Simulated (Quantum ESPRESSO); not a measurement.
# SrO (Fm-3m): phonons by linear response, part 3 of 3

Wanted: phonon bands, density of states and zone-centre response of SrO (Fm-3m).

Quantum ESPRESSO 7.5; DFT LDA, scalar-relativistic, plane waves, PseudoDojo norm-conserving pseudopotentials.

So far, highest frequency (cm⁻¹): step 7 (interpolated phonon bands) 474. The relaxed cell has a = 5.061 Å (conventional setting).

The database entry behind the starting cell differs from later determinations by our own check (about 0.5 % short), so it need not match the best structure at ambient conditions.

## (9) Zone-centre analysis

A rigid shift of the crystal must cost nothing, but grids and finite bases break this; the acoustic sum rule is imposed before the matrix is diagonalised again. With Born charges the intensities follow, and the static dielectric tensor.

Input file dynmat.in:

```
&INPUT
  fildyn = 'x.dyn1'
  asr    = 'simple'
  fileig = 'dynmat.eig'
  lperm  = .true.
/
```

The run is started by

```sh
> dynmat.x -in dynmat.in > dynmat.out
```

Numbers of over 12 decimals in the logs are rounded to 6 here.

The log of the run:

```text
[banner, memory and clock lines left out]
Program DYNMAT v.7.5

     Reading Dynamical Matrix from file x.dyn1
     ...Force constants read
     ...epsilon and Z* read
     A direction for q was not specified:TO-LO splitting will be absent

     Polarizability (A^3 units)
     multiply by 0.511745 for Clausius-Mossotti correction
         7.381757   -0.000000   -0.000000
        -0.000000    7.381757    0.000000
        -0.000000    0.000000    7.381757

     IR activities are in (D/A)^2/amu units

# mode   [cm-1]    [THz]      IR
    1      0.00    0.0000    0.0000
    2      0.00    0.0000    0.0000
    3      0.00    0.0000    0.0000
    4    216.68    6.4959   10.4525
    5    216.68    6.4959   10.4525
    6    216.68    6.4959   10.4525

Electronic dielectric permittivity tensor (relative, adimensional)
         3.862291   -0.000000   -0.000000
        -0.000000    3.862291    0.000000
        -0.000000    0.000000    3.862291

 ... with zone-center polar mode contributions
        18.513814    0.000000    0.000000
         0.000000   18.513814    0.000000
         0.000000    0.000000   18.513814
```

Wall time 0.64 s (1 thread of Intel Xeon Platinum 8488C (Sapphire Rapids), shared host).

This step gave:

| Property | Result |
| --- | --- |
| mean static dielectric constant | 18.51 |

Unit eigenvectors of the mass-weighted matrix after the sum rule; no LO-TO term. The modes at Γ (shares of kinetic energy by element, %):

```
mode  frequency (cm⁻¹)  symmetry  Sr %  O %
   1               0.0  acoustic    85   15
   2               0.0  acoustic    85   15
   3               0.0  acoustic    85   15
   4             216.7       T1u    15   85
   5             216.7       T1u    15   85
   6             216.7       T1u    15   85
```

Displacements in mode 5 (216.7 cm⁻¹), the largest set to 1:
```
Sr1  0.00  0.00 -0.18
O2   0.00  0.00  1.00
```

Degenerate modes summed, no LO-TO term. Infrared lines, with heights relative to the strongest:

```
position (cm⁻¹)  lines merged  label  IR intensity, relative
            217             3    T1u                     100
```

Static dielectric tensor (ions relaxed, fixed cell):

```
18.51  0.00  0.00
 0.00 18.51  0.00
 0.00  0.00 18.51
```

The rule moves no optical mode by more than 0.1 cm⁻¹.

## (10) Sum rules set otherwise (asr no)

Without the rule the raw error of the acoustic modes shows.

Input file dynmat.in:

```
&INPUT
  fildyn = 'x.dyn1'
  asr    = 'no'
  fileig = 'dynmat.eig'
  lperm  = .true.
/
```

The run is started by

```sh
> dynmat.x -in dynmat.in > dynmat.out
```

The log of the run:

```text
[banner, memory and clock lines left out]
Program DYNMAT v.7.5

     Reading Dynamical Matrix from file x.dyn1
     ...Force constants read
     ...epsilon and Z* read
     A direction for q was not specified:TO-LO splitting will be absent

     Polarizability (A^3 units)
     multiply by 0.511745 for Clausius-Mossotti correction
         7.381757   -0.000000   -0.000000
        -0.000000    7.381757    0.000000
        -0.000000    0.000000    7.381757

     IR activities are in (D/A)^2/amu units

# mode   [cm-1]    [THz]      IR
    1     -1.26   -0.0379    0.0000
    2     -1.26   -0.0379    0.0000
    3     -1.26   -0.0379    0.0000
    4    216.66    6.4952   10.4535
    5    216.66    6.4952   10.4535
    6    216.66    6.4952   10.4535

Electronic dielectric permittivity tensor (relative, adimensional)
         3.862291   -0.000000   -0.000000
        -0.000000    3.862291    0.000000
        -0.000000    0.000000    3.862291

 ... with zone-center polar mode contributions
        18.518408    0.000000    0.000000
         0.000000   18.518408    0.000000
         0.000000    0.000000   18.518408
```

It took 0.64 s on 1 thread.

Numbers from this step:

| Property | Result |
| --- | --- |
| mean static dielectric constant | 18.52 |

Zone-centre frequencies as printed; negative means imaginary. Modes:

```
mode  frequency (cm⁻¹)
   1             -1.26
   2             -1.26
   3             -1.26
   4             216.7
   5             216.7
   6             216.7
```

Against the first rule no mode moves by more than 1.3 cm⁻¹.

## (11) Sum rules set otherwise: a sum rule for molecules or wires on a crystal

This rule also removes rotations, which suits molecules and not a crystal; it is tried to see the harm.

Input file dynmat.in:

```
&INPUT
  fildyn = 'x.dyn1'
  asr    = 'zero-dim'
  fileig = 'dynmat.eig'
  lperm  = .true.
/
```

The run is started by

```sh
> dynmat.x -in dynmat.in > dynmat.out
```

The log of the run:

```text
[banner, memory and clock lines left out]
Program DYNMAT v.7.5

     Reading Dynamical Matrix from file x.dyn1
     ...Force constants read
     ...epsilon and Z* read
     Acoustic Sum Rule: || Z*(ASR) - Z*(orig)|| =    4.951476E+00
     Acoustic Sum Rule: ||dyn(ASR) - dyn(orig)||=    1.359661E-01
     A direction for q was not specified:TO-LO splitting will be absent

     Polarizability (A^3 units)
     multiply by 0.511745 for Clausius-Mossotti correction
         7.381757   -0.000000   -0.000000
        -0.000000    7.381757    0.000000
        -0.000000    0.000000    7.381757

     IR activities are in (D/A)^2/amu units

# mode   [cm-1]    [THz]      IR
    1     -0.00   -0.0000    0.0000
    2     -0.00   -0.0000    0.0000
    3      0.00    0.0000    0.0000
    4      0.00    0.0000    0.0000
    5      0.00    0.0000    0.0000
    6    216.67    6.4957   10.4525

Electronic dielectric permittivity tensor (relative, adimensional)
         3.862291   -0.000000   -0.000000
        -0.000000    3.862291    0.000000
        -0.000000    0.000000    3.862291

 ... with zone-center polar mode contributions
         8.746451   -4.884160   -4.884160
        -4.884160    8.746451    4.884160
        -4.884160    4.884160    8.746451
```

It took 0.64 s on 1 thread.

The run ended normally, but on settings that are not sound.

The fault: a sum rule for molecules or wires on a crystal; 2 optical modes are projected out to zero frequency, as if they were rotations, and the static dielectric tensor is spoilt.

For a crystal the rule has to be 'simple' or 'crystal'.

Zone-centre frequencies as printed; negative means imaginary. Modes:

```
mode  frequency (cm⁻¹)
   1                 0
   2                 0
   3                 0
   4                 0
   5                 0
   6             216.7
```

## (12) Modes along a direction of q (1 0 0)

A longitudinal polar mode sets up a macroscopic field that stiffens it; the term hangs on the direction from which q goes to zero.

Input file dynmat.in:

```
&INPUT
  fildyn = 'x.dyn1'
  asr    = 'simple'
  fileig = 'dynmat.eig'
  q(1)   = 1.0
  q(2)   = 0.0
  q(3)   = 0.0
/
```

The run is started by

```sh
> dynmat.x -in dynmat.in > dynmat.out
```

The log of the run:

```text
[banner, memory and clock lines left out]
Program DYNMAT v.7.5

     Reading Dynamical Matrix from file x.dyn1
     ...Force constants read
     ...epsilon and Z* read

     Polarizability (A^3 units)
     multiply by 0.511745 for Clausius-Mossotti correction
         7.381757   -0.000000   -0.000000
        -0.000000    7.381757    0.000000
        -0.000000    0.000000    7.381757

     IR activities are in (D/A)^2/amu units

# mode   [cm-1]    [THz]      IR
    1     -0.00   -0.0000    0.0000
    2      0.00    0.0000    0.0000
    3      0.00    0.0000    0.0000
    4    216.68    6.4959   10.4525
    5    216.68    6.4959   10.4525
    6    474.40   14.2221   10.4525
```

The job ended after 0.64 s (1 thread).

This step gave:

```
highest mode moved by the LO-TO term : 474.4 cm⁻¹
```

Zone-centre frequencies as printed; negative means imaginary. Modes:

```
mode  frequency (cm⁻¹)
   1                 0
   2                 0
   3                 0
   4             216.7
   5             216.7
   6             474.4
```

The field moves one mode, from 217 to 474 cm⁻¹; the others stay.

## (13) The dispersion under another sum rule (asr all)

The sum rule corrects the force constants themselves, so it can shift branches at any wavevector, low ones most.

Input file matdyn.in:

```
&INPUT
  asr              = 'all'
  flfrc            = 'x.fc'
  flfrq            = 'x.freq'
  flvec            = 'x.modes'
  q_in_band_form   = .true.
  q_in_cryst_coord = .true.
/
8
  0.0000000   0.0000000   0.0000000   8  ! GAMMA
 -0.0000000   0.5000000   0.5000000   8  ! X
  0.0000000   0.6250000   0.3750000   1  ! U
 -0.3750000   0.3750000  -0.0000000   8  ! K
  0.0000000   0.0000000   0.0000000   8  ! GAMMA
  0.0000000   0.5000000  -0.0000000   8  ! L
 -0.2500000   0.5000000   0.2500000   8  ! W
 -0.0000000   0.5000000   0.5000000   1  ! X
```

The run is started by

```sh
> matdyn.x -in matdyn.in > matdyn.out
```

The log of the run:

```text
[banner, memory and clock lines left out]
Program MATDYN v.7.5

 mass for atomic type   1 not given; uses mass from file x.fc
 mass for atomic type   2 not given; uses mass from file x.fc

     WARNING: To use asr = 'all' for infrared-active solids, i.e., solids with nonzero
     Born effective charge, one must set read_lr = .true. in the matdyn.x input. Also,
     the flfrc file must have been constructed with write_lr = .true. in the q2r.x input.
     If the system is infrared inactive and you have nonzero Born effective charge due to
     numerical noise, you can ignore this warning.

 Norm of the difference between old and new effective charges:    1.124e-17

 Huang before:    1   1   1   2,   residual stress:   0.000000
 Huang before:    1   1   1   3,   residual stress:   0.000000
 Huang before:    1   1   2   2,   residual stress:  -4e-16
 Huang before:    1   1   2   3,   residual stress:  -2e-16
 Huang before:    1   1   3   3,   residual stress:  -4.5e-15
 Huang before:    1   2   1   3,   residual stress:   1e-16
 Huang before:    1   2   2   2,   residual stress:  -1e-16
 Huang before:    1   2   2   3,   residual stress:  -1e-16
 Huang before:    1   2   3   3,   residual stress:   3e-15
 Huang before:    1   3   2   2,   residual stress:  -2e-16
 Huang before:    1   3   2   3,   residual stress:  -0.000000
 Huang before:    1   3   3   3,   residual stress:  -1e-16
 Huang before:    2   2   2   3,   residual stress:  -1e-16
 Huang before:    2   2   3   3,   residual stress:  -2.6e-15
 Huang before:    2   3   3   3,   residual stress:   0.000000

 Norm of the difference between old and new force-constants:   2.90823e-06

   You are using asr="all", please consider citing C. Lin, S. Ponc\'e and N. Marzari, npj Comput Mater 8, 236 (2022).
```

Elapsed: 0.68 s, on 1 thread.

At the labelled points the branches move by no more than 0.2 cm⁻¹. The log warns that this rule wants the long-range part of the force constants stored apart (write_lr, read_lr) in a polar crystal, which was not done.

## (14) What came out

```yaml
space_group_after_relaxation: Fm-3m
volume_per_atom: 16.2 Å³
gap_on_the_k_mesh: 3.13 eV
highest_optical_zone_centre_mode_no_lo_to_term: 216.7 cm⁻¹
highest_mode_moved_by_the_lo_to_term: 474.4 cm⁻¹
mean_high_frequency_dielectric_constant: 3.86
largest_born_charge_in_size_third_of_the_trace: 2.48 e
mean_static_dielectric_constant: 18.5
q_mesh: 4×4×4
lowest_mode_on_the_q_mesh_acoustic_ones_at_the_zone_centre_apart: 84.8 cm⁻¹
zero_point_energy_per_atom: 42.3 meV
heat_capacity_at_300_k: 22.3 J/(mol atoms K)
vibrational_entropy_at_300_k: 26.8 J/(mol atoms K)
imaginary_modes_on_the_q_mesh: none
```

SrO (Fm-3m) is dynamically stable on the 4×4×4 mesh; its spectrum reaches 474 cm⁻¹. At the LDA level the optical modes of SrO (Fm-3m) at the zone centre (no LO-TO term) lie at 217 cm⁻¹. Along the directions run, the highest mode that the macroscopic field moves lies at 474 cm⁻¹. Lattice motion raises the mean dielectric constant from 3.862 to 18.51. The Born charge of O is -2.476 e against a formal charge of -2, somewhat above it. The Lyddane-Sachs-Teller relation holds: (ωLO/ωTO)² is 4.79 and ε₀/ε∞ is 4.79. These are harmonic frequencies at zero temperature: anharmonic shifts and linewidths and thermal expansion are left out.

[Host names and launcher messages were left out of these logs when they were recorded.]

[Logs are printed without paths, hosts, clocks, repeated set-up lines and the standing remarks that a program may print on its own settings, such as how far it seeks lower states.]

[Hosts, paths, dates, database ids (printed as entryN), source tags and the programs' standing remarks are cut or masked in the printed files.]
